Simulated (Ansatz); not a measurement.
# A hypothetical structure for VSn

This structure for VSn is made up. Its elements were placed in a known structure type with a cell scaled to their sizes. What cell does the guess relax to, and how far off was it?

Calculated with Ansatz 0.2.0; DFT, PBEsol, plane-wave PAW, files of the set soft_1, scalar-relativistic, ferromagnetic start, cell and ions relaxed at zero pressure; PAW set soft_1.

In doubt: warnings of the run leave room for a lower electronic state, so energies may not be the lowest and differences between runs may mislead.

**1. The starting structure**

The structure is orthorhombic, space group Pnma (No. 62). Conventional cell: a = 7.003 Å, b = 3.926 Å, c = 5.299 Å, α = 90.00°, β = 90.00°, γ = 90.00°. Nearest to Sn lie 5 V at 2.56 to 2.80 Å and 2 Sn at 2.67 Å. Nearest to V lie 5 Sn at 2.56 to 2.80 Å. Farther neighbours are not listed.

**2. Relaxation of the guess**

The guess takes its coordinates from another compound and its volume from a rule, so the cell and any free coordinates are relaxed together.

The input, input.yaml:

```yaml
crystal:
  lattice:
    - [7.003, 0.0, 0.0]
    - [0.0, 3.926, 0.0]
    - [0.0, 0.0, 5.299]
  atoms:
    - { symbol: Sn, position: [0.5471, 0.25, 0.3409] }
    - { symbol: Sn, position: [0.4529, 0.75, 0.6591] }
    - { symbol: Sn, position: [0.9529, 0.75, 0.8409] }
    - { symbol: Sn, position: [0.0471, 0.25, 0.1591] }
    - { symbol: V, position: [0.6785, 0.25, 0.8894], spin: 2.0 }
    - { symbol: V, position: [0.3215, 0.75, 0.1106], spin: 2.0 }
    - { symbol: V, position: [0.8215, 0.75, 0.3894], spin: 2.0 }
    - { symbol: V, position: [0.1785, 0.25, 0.6106], spin: 2.0 }
magnetization:
  spin_polarized: true
kpoints:
  mp_grid: { grid: [4, 7, 5] }
scf:
  occupations: { method: fermi_dirac, width: 0.05 }
hamiltonian:
  xc: pbesol
  pseudopotentials: { kind: paw, azcp: { folder: soft_1 }, xc_functional: pbe }
relax:
  f_tol: 0.015
  max_steps: 70
  cell: {}
output:
  forces: true
  stress: true
```

Started as:

```
$ ansatz run input.yaml --threads 4 --pin off --max-ram 10240MiB --backend cpu --events-out ev --progress --plain --runs-dir out
```

Numbers of over 12 decimals in the logs are rounded to 6 here.

Log:

```text
Engine: ansatz 0.2.0, aarch64-unknown-linux-gnu
Pseudopotentials: kind: paw
Pseudopotential: Sn, paw, valence charge 14, recommended cutoff 420 eV (normal), soft_1/Sn.paw.azcp
Pseudopotential: V, paw, valence charge 13, recommended cutoff 420 eV (normal), soft_1/V.paw.azcp
Functional definition: PBEsol
  exchange = pbesol_x
  correlation = pbesol_c
Crystal: 8 atoms, lattice volume = 145.690 Å³
Basis set: ecut = 420 eV, 2835 PW (Γ), exchange–correlation on 96×54×72 points (8 copies of the dense FFT grid, shifted against one another)
Bands: 70, of which v1, the nominal top of the filled ones, is band 54 counted from 1 (53 counted from 0)
Symmetry: 8 space group operations
Space group: Pnma (ITA 62), of the structure as read, at distance tolerance 5.3e-5 Å
Magnetic group: BNS 62.441 (UNI 539), of the structure as read, at distance tolerance 5.3e-5 Å
k-points: 36 of 140
Non-local potential: Sn, projectors of the file, l = 0: 2, l = 1: 2, l = 2: 2, l = 3: 1
Non-local potential: V, projectors of the file, l = 0: 3, l = 1: 2, l = 2: 3, l = 3: 1
PAW form: soft (Blöchl's): semilocal exchange-correlation on the pseudo side does not see the compensation charge
PAW frozen core: Sn, regenerated for the run's functional, and the local potential with it (the file was generated under x = pbe(κ = 0.804, μ = 0.219515), c = pbe(β = 0.066725))
PAW frozen core: V, regenerated for the run's functional, and the local potential with it (the file was generated under x = pbe(κ = 0.804, μ = 0.219515), c = pbe(β = 0.066725))
PAW one-centre angular grid: Sn, 590 points (default); XC on 64 Gauss nodes
PAW one-centre angular grid: V, 590 points (default); XC on 64 Gauss nodes
Initial density: superposition of atomic densities (chi_scale 0.1, normalization cell)
Starting moments: Σ|m| = 8 μB on 4 of 8 sites
Initial wavefunctions: pseudopotential atomic-orbital guess
Functional: x = pbesol(κ = 0.804, μ = 0.123457), c = pbesol(β = 0.046)
iter 1 solved again at ethr=1.17e-3 eV; its pass at ethr=3.10e-3 eV (dr2=1.26e0 eV) is discarded
SCF iter   1: F=—  HF=-35334.898187 eV  |F-HF|=—  |Δ(HF+E_count)|=         —  Δρ=2.76e-2 (↑2.76e-2 ↓1.74e-2)  dr2=1.27e0  dr2_m=4.31e-1  M=6.198 μB ∫|m|=6.684 μB  β_m=0.30  ethr=1.17e-3  ⟨swp⟩=1.2  Hψ=24543  notcnv=0
Mixer restart at iter 1: flushing history
preconditioner: auto → Kerker (q_TF=auto, 2.596 Å⁻¹)  [metal: Δε(μ)=0.001 eV  Ē_g=14.914 eV  σ=0.050 eV  W_gap=0.01  n_scr=42 (ndim 8)  ℏωp=26.8 eV  f_vac=0.000  D(μ)=11.60/eV (n_scr^D=130)]
spin=Collinear: Kerker preconditioning applied to the charge; magnetization (m = ρ↑ − ρ↓) channel mixes plain (no charge-response kernel on spin).
SCF iter   2: F=—  HF=-35334.972503 eV  |F-HF|=—  |Δ(HF+E_count)|=   7.43e-2  Δρ=1.58e-2 (↑1.58e-2 ↓1.58e-2)  dr2=6.34e-1  dr2_m=2.04e-1  M=6.168 μB ∫|m|=6.674 μB  β_m=0.53  ethr=1.17e-3  ⟨swp⟩=2.0  Hψ=6649  notcnv=0
SCF iter   3: F=—  HF=-35336.386949 eV  |F-HF|=—  |Δ(HF+E_count)|=    1.41e0  Δρ=1.00e-2 (↑5.52e-3 ↓1.00e-2)  dr2=3.06e-1  dr2_m=4.66e-2  M=5.931 μB ∫|m|=6.460 μB  β_m=0.77  ethr=5.87e-4  ⟨swp⟩=2.9  Hψ=9249  notcnv=0  defer=6
SCF iter   4: F=—  HF=-35336.595258 eV  |F-HF|=—  |Δ(HF+E_count)|=   2.08e-1  Δρ=4.34e-3 (↑4.34e-3 ↓2.49e-3)  dr2=1.66e-2  dr2_m=1.24e-2  M=5.510 μB ∫|m|=6.010 μB  β_m=0.88  ethr=2.83e-4  ⟨swp⟩=3.0  Hψ=8429  notcnv=0  defer=199
SCF iter   5: F=—  HF=-35336.723921 eV  |F-HF|=—  |Δ(HF+E_count)|=         —  Δρ=1.59e-2 (↑1.59e-2 ↓9.06e-3)  dr2=8.68e-2  dr2_m=2.04e-1  M=4.368 μB ∫|m|=4.819 μB  β_m=0.88  ethr=1.54e-5  ⟨swp⟩=2.5  Hψ=8091  notcnv=0  defer=333
Mixer restart at iter 5: flushing history
SCF iter   6: F=—  HF=-35336.708803 eV  |F-HF|=—  |Δ(HF+E_count)|=   1.51e-2  Δρ=4.86e-3 (↑2.47e-3 ↓4.86e-3)  dr2=1.42e-2  dr2_m=1.41e-2  M=4.217 μB ∫|m|=4.603 μB  β_m=0.94  ethr=1.54e-5  ⟨swp⟩=2.5  Hψ=10192  notcnv=0  defer=333
SCF iter   7: F=—  HF=-35336.712219 eV  |F-HF|=—  |Δ(HF+E_count)|=   3.42e-3  Δρ=4.59e-3 (↑4.59e-3 ↓1.08e-3)  dr2=2.10e-2  dr2_m=9.46e-3  M=4.049 μB ∫|m|=4.395 μB  β_m=0.95  ethr=1.31e-5  ⟨swp⟩=2.1  Hψ=10164  notcnv=0  defer=229
SCF iter   8: F=—  HF=-35336.705651 eV  |F-HF|=—  |Δ(HF+E_count)|=   6.57e-3  Δρ=3.01e-4 (↑3.01e-4 ↓2.99e-4)  dr2=5.57e-4  dr2_m=1.15e-5  M=4.042 μB ∫|m|=4.369 μB  β_m=0.97  ethr=1.31e-5  ⟨swp⟩=2.0  Hψ=10110  notcnv=0  defer=225
SCF iter   9: F=—  HF=-35336.705675 eV  |F-HF|=—  |Δ(HF+E_count)|=   2.41e-5  Δρ=3.66e-5 (↑3.66e-5 ↓3.50e-5)  dr2=9.53e-6  dr2_m=2.00e-7  M=4.036 μB ∫|m|=4.361 μB  β_m=0.99  ethr=5.16e-7  ⟨swp⟩=2.0  Hψ=6128  notcnv=0  defer=192
SCF iter  10: F=—  HF=-35336.705689 eV  |F-HF|=—  |Δ(HF+E_count)|=   1.47e-5  Δρ=4.46e-5 (↑4.46e-5 ↓1.39e-5)  dr2=4.58e-6  dr2_m=4.51e-7  M=4.034 μB ∫|m|=4.359 μB  β_m=0.99  ethr=8.82e-9  ⟨swp⟩=2.1  Hψ=6592  notcnv=0  defer=192
SCF iter  11: F=—  HF=-35336.705690 eV  |F-HF|=—  |Δ(HF+E_count)|=   4.25e-7  Δρ=1.27e-5 (↑1.27e-5 ↓8.03e-6)  dr2=5.33e-7  dr2_m=1.55e-8  M=4.034 μB ∫|m|=4.359 μB  β_m=0.97  ethr=4.24e-9  ⟨swp⟩=2.0  Hψ=5722  notcnv=0  defer=192
SCF iter  12: F=—  HF=-35336.705690 eV  |F-HF|=—  |Δ(HF+E_count)|=   4.71e-8  Δρ=2.97e-6 (↑2.97e-6 ↓1.71e-6)  dr2=1.46e-8  dr2_m=2.79e-9  M=4.034 μB ∫|m|=4.359 μB  β_m=0.99  ethr=4.93e-10  ⟨swp⟩=2.0  Hψ=8596  notcnv=0  defer=192
SCF iter  13: F=-35336.705690 eV  HF=-35336.705690 eV  |F-HF|=2.01e-9  |Δ(HF+E_count)|=   4.44e-9  Δρ=6.78e-7 (↑5.03e-7 ↓6.78e-7)  dr2=2.39e-9  dr2_m=1.31e-10  M=4.034 μB ∫|m|=4.359 μB  ethr=1.35e-11  ⟨swp⟩=1.0  Hψ=14174  notcnv=0
SCF 1 converged in 13 iterations: F = -35336.705690 eV  dr2 = 2.39e-9
  greatest PAW one-centre occupation: 0.999 electrons in one spin orbital (limit 2), on the V atom at site 7 (counted from 0), in its partial waves of l = 0
relax step   1: F+E_penalty+E_count = -35336.70568985 eV  Δ(F+E_penalty+E_count) = +0.000e0 eV  max|allowed force component| = 1.242e0 eV/Å  Δτ_max = 0.0000 Å  P = +3.258 GPa  Ω = 145.690 Å³  (13 SCF iters, dr2 threshold 1.00e-7 eV, accepted)
Crystal: 8 atoms, lattice volume = 148.568 Å³
Basis set: ecut = 420 eV, 2883 PW (Γ), exchange–correlation on 96×54×72 points (8 copies of the dense FFT grid, shifted against one another)
Initial density: handed on by an earlier stage of this run
Starting moments: Σ|m| = 8 μB on 4 of 8 sites; this step starts from the density that it was given
Initial wavefunctions: those handed on with the density
iter 1 solved again at ethr=1.92e-4 eV; its pass at ethr=3.10e-3 eV (dr2=2.07e-1 eV) is discarded
[...]
relax step   5: F+E_penalty+E_count = -35338.34660428 eV  Δ(F+E_penalty+E_count) = -4.031e-3 eV  max|allowed force component| = 2.584e-2 eV/Å  Δτ_max = 0.0060 Å  P = -0.257 GPa  Ω = 143.126 Å³  energy of the carried Pulay correction = +8.263e-4 eV  (8 SCF iters, dr2 threshold 8.00e-7 eV, accepted)
[...]
relax step   6: F+E_penalty+E_count = -35338.34715785 eV  Δ(F+E_penalty+E_count) = -5.536e-4 eV  max|allowed force component| = 7.615e-3 eV/Å  Δτ_max = 0.0025 Å  P = +0.009 GPa  Ω = 142.786 Å³  energy of the carried Pulay correction = +9.371e-4 eV  (7 SCF iters, dr2 threshold 2.61e-7 eV, accepted)
[...]
relax step   7: F+E_penalty+E_count = -35338.36109558 eV  Δ(F+E_penalty+E_count) = -1.394e-2 eV  max|allowed force component| = 7.895e-3 eV/Å  Δτ_max = 0.0000 Å  P = +0.168 GPa  Ω = 142.786 Å³  stress off target by 4.47e-1 GPa  SCF on the basis re-selected at this cell (its energy is not comparable with the rows above)  (11 SCF iters)
[...]
relax step   8: F+E_penalty+E_count = -35338.36201899 eV  Δ(F+E_penalty+E_count) = -9.234e-4 eV  max|allowed force component| = 5.183e-3 eV/Å  Δτ_max = 0.0039 Å  P = +0.035 GPa  Ω = 142.856 Å³  energy of the carried Pulay correction = -2.976e-5 eV  (6 SCF iters, dr2 threshold 5.00e-7 eV, accepted)
[...]
relax step   9: F+E_penalty+E_count = -35338.36212642 eV  Δ(F+E_penalty+E_count) = -1.074e-4 eV  max|allowed force component| = 3.567e-3 eV/Å  Δτ_max = 0.0047 Å  P = -0.012 GPa  Ω = 142.859 Å³  energy of the carried Pulay correction = -3.352e-5 eV  (7 SCF iters, dr2 threshold 2.11e-8 eV, accepted)
iter 1 solved again at ethr=5.53e-8 eV; its pass at ethr=3.10e-3 eV (dr2=5.97e-5 eV) is discarded
SCF iter   1: F=—  HF=-35338.362162 eV  |F-HF|=—  |Δ(HF+E_count)|=         —  Δρ=8.68e-5 (↑8.68e-5 ↓6.79e-5)  dr2=7.09e-7  dr2_m=1.23e-7  M=3.511 μB ∫|m|=3.808 μB  β_m=0.65  ethr=5.53e-8  ⟨swp⟩=4.0  Hψ=32803  notcnv=0
preconditioner: auto → Kerker (q_TF=auto, 2.378 Å⁻¹)  [metal: Δε(μ)=0.013 eV  Ē_g=14.680 eV  σ=0.050 eV  W_gap=0.07  n_scr=32 (ndim 8)  ℏωp=27.1 eV  f_vac=0.000  D(μ)=5.99/eV (n_scr^D=42)]
spin=Collinear: Kerker preconditioning applied to the charge; magnetization (m = ρ↑ − ρ↓) channel mixes plain (no charge-response kernel on spin).
SCF iter   2: F=—  HF=-35338.362167 eV  |F-HF|=—  |Δ(HF+E_count)|=   5.02e-6  Δρ=3.10e-5 (↑3.10e-5 ↓2.44e-5)  dr2=9.10e-8  dr2_m=1.51e-8  M=3.511 μB ∫|m|=3.808 μB  β_m=0.65  ethr=6.56e-10  ⟨swp⟩=1.8  Hψ=5692  notcnv=0
SCF iter   3: F=—  HF=-35338.362167 eV  |F-HF|=—  |Δ(HF+E_count)|=   2.29e-7  Δρ=2.50e-7 (↑2.50e-7 ↓1.85e-7)  dr2=1.23e-10  dr2_m=7.05e-12  M=3.511 μB ∫|m|=3.808 μB  β_m=0.82  ethr=8.42e-11  ⟨swp⟩=1.0  Hψ=5041  notcnv=0
SCF iter   4: F=—  HF=-35338.362168 eV  |F-HF|=—  |Δ(HF+E_count)|=   8.21e-7  Δρ=8.51e-8 (↑8.51e-8 ↓8.02e-8)  dr2=3.86e-11  dr2_m=7.34e-13  M=3.511 μB ∫|m|=3.808 μB  β_m=0.91  ethr=1.00e-12  ⟨swp⟩=2.0  Hψ=8518  notcnv=0
SCF iter   5: F=—  HF=-35338.362168 eV  |F-HF|=—  |Δ(HF+E_count)|=  8.00e-11  Δρ=6.70e-8 (↑6.70e-8 ↓3.69e-8)  dr2=2.65e-11  dr2_m=4.75e-13  M=3.511 μB ∫|m|=3.808 μB  β_m=0.96  ethr=1.00e-12  ⟨swp⟩=1.0  Hψ=5040  notcnv=0
SCF iter   6: F=-35338.362168 eV  HF=-35338.362168 eV  |F-HF|=7.28e-12  |Δ(HF+E_count)|=  1.46e-11  Δρ=7.50e-8 (↑7.50e-8 ↓4.70e-8)  dr2=1.79e-11  dr2_m=2.92e-13  M=3.511 μB ∫|m|=3.808 μB  ethr=1.00e-12  ⟨swp⟩=3.0  Hψ=15485  notcnv=0
SCF 10 converged in 6 iterations: F = -35338.362168 eV  dr2 = 1.79e-11
relax step  10: F+E_penalty+E_count = -35338.36216768 eV  Δ(F+E_penalty+E_count) = -4.126e-5 eV  max|allowed force component| = 3.567e-3 eV/Å  Δτ_max = 0.0000 Å  P = -0.012 GPa  Ω = 142.859 Å³  stress off target by 2.45e-2 GPa  SCF on the basis re-selected at this cell (its energy is not comparable with the rows above)  (6 SCF iters)
basis re-selected at this cell: Δ(F+E_penalty+E_count) = -4.126e-5 eV, ΔP = -0.000 GPa vs the last step (what re-selecting the basis moved, of the pressure what is left beyond the Pulay correction that the steps carried, after the strain that the cell walked since its last selection, with what the two solves' SCF thresholds leave and, on support functions, any second-order correction that the steps lacked; it is no m [...]
WARN: an SCF from antiferromagnetic starting moments (0.00, 0.00, 0.00, 0.00, -2.00, 2.00, -2.00, 2.00 Bohr magnetons, atom by atom) was not made, by what the run has read of turns of its moments that order reads lower: the deck asks for what bars it, or types moments that do (magnetization.spin_polarized, in the input reference, names some of the keys), or the run goes by scf.lower_state_search: light, the default, which as a rule tries one only behind a close that has lost an order of both signs, or on which an open d or half-filled 4f shell of a PAW file has lost a moment that was set nearer to Hund's than to what is left; [rest of the remark cut]
SCF converged after 6 iterations
Magnetization: 3.5109 μB (55.7555 up, 52.2445 down)
Absolute magnetization: 3.8163 μB (∫|ρ↑−ρ↓|, with the PAW one-centre terms)
Spin contamination: 0.0472 ħ² per cell (⟨S²⟩ above its minimum at these occupations)
Per-site moments (μB) at R_I (Å): [(-0.019633, 1.101346), (-0.019633, 1.101346), (-0.019633, 1.101346), (-0.019633, 1.101346), (0.797150, 1.101346), (0.797150, 1.101346), (0.797150, 1.101346), (0.797150, 1.101346)]
Free energy (F): -35338.362168 eV
Harris-Foulkes:  -35338.362168 eV  (|F-HF|=7.28e-12)
Internal energy: -35338.311824 eV  (E = F + TS)
E sigma→0 (E₀):  -35338.336996 eV
Entropy (-TS):   -0.050344 eV (-6.293 meV/atom)
Fermi energy:    14.966662 eV
--- Per-component energies (eV) ---
  E_band       = -770.577676
  E_kinetic    = 1868.490619
  E_local      = -7655.470915  (includes V_loc(G=0)·N_el)
  E_nonlocal   = 931.952419
  E_hartree    = 3574.621326
  E_xc         = -958.391317
  E_vxc        = -905.860410  (∫ρ·V_xc dr)
  E_paw        = -21590.706742  (= ΣΔE_a)
  E_vpaw       = -2158.936916  (= ΣTr[D̂ρ^β])
  E_aug_tail   = 0.005212  (compensation charges beyond the density's cutoff)
  E_ewald      = -11510.550502
  E_core_change = 1.738075  (= ΣΔE_core)
  E_smearing   = -0.050344  (= −TS)
  E_closure    = -0.000000  (closes the sum)
  Σ components = -35338.362168   (vs F -35338.362168, Δ=0.00e0)
--- Forces (eV/Å), atoms counted from 1 ---
  atom   1  Sn    -0.00356729     0.00000000     0.00284400
  atom   2  Sn     0.00356729    -0.00000000    -0.00284400
  atom   3  Sn     0.00356729    -0.00000000     0.00284400
  atom   4  Sn    -0.00356729     0.00000000    -0.00284400
  atom   5  V     -0.00251416    -0.00000000    -0.00178111
  atom   6  V      0.00251416     0.00000000     0.00178111
  atom   7  V      0.00251416     0.00000000    -0.00178111
  atom   8  V     -0.00251416    -0.00000000     0.00178111
  max |Σ_I F_I| component: 3.90e-18 eV/Å
--- Stress (GPa, compression-positive) ---
       -0.024483       0.000000      -0.000000
        0.000000      -0.016749      -0.000000
       -0.000000      -0.000000       0.005928
  P = ⅓ Tr σ = -0.0118 GPa (-0.118 kbar)
--- Relaxed structure (8 steps of the walk, 8 accepted, 2 SCFs on fresh bases) ---
  F+E_penalty+E_count = -35338.36216768 eV   max|allowed force component| = 3.567e-3 eV/Å   (the final SCF, on the basis selected at the relaxed cell)
  cell:  # Å, volume = 142.8593 Å³
    - [6.144782, 0.0, 0.0]
    - [0.0, 4.465430, 0.0]
    - [0.0, 0.0, 5.206415]
  atoms:
    - { symbol: Sn, position: [0.549767, 0.25, 0.313271] }
    - { symbol: Sn, position: [0.450233, 0.75, 0.686729] }
    - { symbol: Sn, position: [0.950233, 0.75, 0.813271] }
    - { symbol: Sn, position: [0.049767, 0.25, 0.186729] }
    - { symbol: V, position: [0.688207, 0.25, 0.827182] }
    - { symbol: V, position: [0.311793, 0.75, 0.172818] }
    - { symbol: V, position: [0.811793, 0.75, 0.327182] }
    - { symbol: V, position: [0.188207, 0.25, 0.672818] }
```

Wall time 1.8 min (4 threads of Arm Neoverse V2, shared host); peak memory 0.9 GiB.

The steps of the relaxation:

```
step  energy less that of the first step (eV)  largest force component (eV/Å)  pressure (GPa)  volume (Å³)
   1                                   0.0000                          1.2416            3.26       145.69
   2                                  -1.0765                          0.5176           -1.71       148.57
   3                                  -1.5108                          0.0740            0.88       143.43
   4                                  -1.6369                          0.0476            0.97       141.72
   5                                  -1.6409                          0.0258           -0.26       143.13
   6                                  -1.6415                          0.0076            0.01       142.79
  7*                                  -1.6554                          0.0079            0.17       142.79
   8                                  -1.6563                          0.0052            0.04       142.86
   9                                  -1.6564                          0.0036           -0.01       142.86
 10*                                  -1.6565                          0.0036           -0.01       142.86
```

Relaxation steps marked * repeat the geometry before them on a plane-wave basis chosen anew for their cell, so energy and pressure can jump there.

The run keeps the 8 symmetry operations that it works with, so distortions that break them were not tested.

```
     cell as run  before  after   change
           a (Å)   7.003  6.145  -12.3 %
           b (Å)   3.926  4.465  +13.7 %
           c (Å)   5.299  5.206   -1.7 %
volume (Å³/atom)   18.21  17.86   -1.9 %
```

The atoms that moved most (Å, as changes of fractional coordinates times the final cell):

```
atom      dx     dy      dz  length
  V7  -0.060  0.000  -0.324   0.329
  V8   0.060  0.000   0.324   0.329
  V6  -0.060  0.000   0.324   0.329
  V5   0.060  0.000  -0.324   0.329
 Sn1   0.016  0.000  -0.144   0.145
 Sn2  -0.016  0.000   0.144   0.145
 Sn4   0.016  0.000   0.144   0.145
 Sn3  -0.016  0.000  -0.144   0.145
```

The relaxed structure:

```cif
data_structure
_symmetry_space_group_name_H-M 'P 1'
_symmetry_Int_Tables_number 1
_cell_length_a 6.1448
_cell_length_b 4.4654
_cell_length_c 5.2064
_cell_angle_alpha 90.000
_cell_angle_beta 90.000
_cell_angle_gamma 90.000
_cell_volume 142.86
loop_
_atom_site_label
_atom_site_type_symbol
_atom_site_fract_x
_atom_site_fract_y
_atom_site_fract_z
_atom_site_occupancy
Sn1 Sn 0.54977 0.25000 0.31327 1
Sn2 Sn 0.45023 0.75000 0.68673 1
Sn3 Sn 0.95023 0.75000 0.81327 1
Sn4 Sn 0.04977 0.25000 0.18673 1
V5 V 0.68821 0.25000 0.82718 1
V6 V 0.31179 0.75000 0.17282 1
V7 V 0.81179 0.75000 0.32718 1
V8 V 0.18821 0.25000 0.67282 1
```

Numbers from this step:

- free energy: -35338.3622 eV
- energy at zero smearing: -35338.3370 eV
- smearing term TS: 0.05034 eV
- Fermi energy: 14.97 eV
- magnetization: 3.511 μB
- absolute magnetization: 3.816 μB
- site moments: -0.01963, -0.01963, -0.01963, -0.01963, 0.7971, 0.7971, 0.7971, 0.7971 μB
- electrons: 108
- symmetry operations: 8
- pressure: -0.01177 GPa

Site moment by atom:

```
atom  site moment (μB)
 Sn1            -0.020
 Sn2            -0.020
 Sn3            -0.020
 Sn4            -0.020
  V5             0.797
  V6             0.797
  V7             0.797
  V8             0.797
```

The shortest distance of each pair, which need not be the same contact before and after:

```
 pair  guess (Å)  relaxed (Å)
 Sn–V      2.563        2.670
Sn–Sn      2.671        3.023
  V–V      3.388        3.176
```

The relaxation ends with a largest force component of 0.0036 eV/Å and a pressure of -0.01 GPa.

**3. Outcome**

```yaml
space_group_relaxed: Pnma
conventional_cell: a = 6.145, b = 4.465, c = 5.206 Å; α = 90.0°, β = 90.0°, γ = 90.0°
volume_per_atom: 17.86 Å³ (guess 18.21)
total_moment: 3.51 μB in the cell of 8 atoms
```

VSn relaxes to Pnma with a = 6.145, b = 4.465 and c = 5.206 Å. The guessed volume was 2 % too large. The space group Pnma was held in the relaxation, so the end point is a stationary structure within it and may be a saddle against distortions or other arrangements. The input starts from parallel moments, and no other start was typed. The electronic state may lie above the lowest one. Mesh and cutoff weren't tested. A vector of the cell changed its length by 14 %, more than the volume shows. No dispersion term is used, so weakly bound directions may come out too long. The program estimates, without running it, that another magnetic order lies lower than the one relaxed here. Nothing here tests whether the compound is stable against decomposition.

[Logs are printed without paths, hosts, clocks, repeated set-up lines and the standing remarks that a program may print on its own settings, such as how far it seeks lower states.]

[Hosts, paths, dates, database ids (printed as entryN), source tags and the programs' standing remarks are cut or masked in the printed files.]
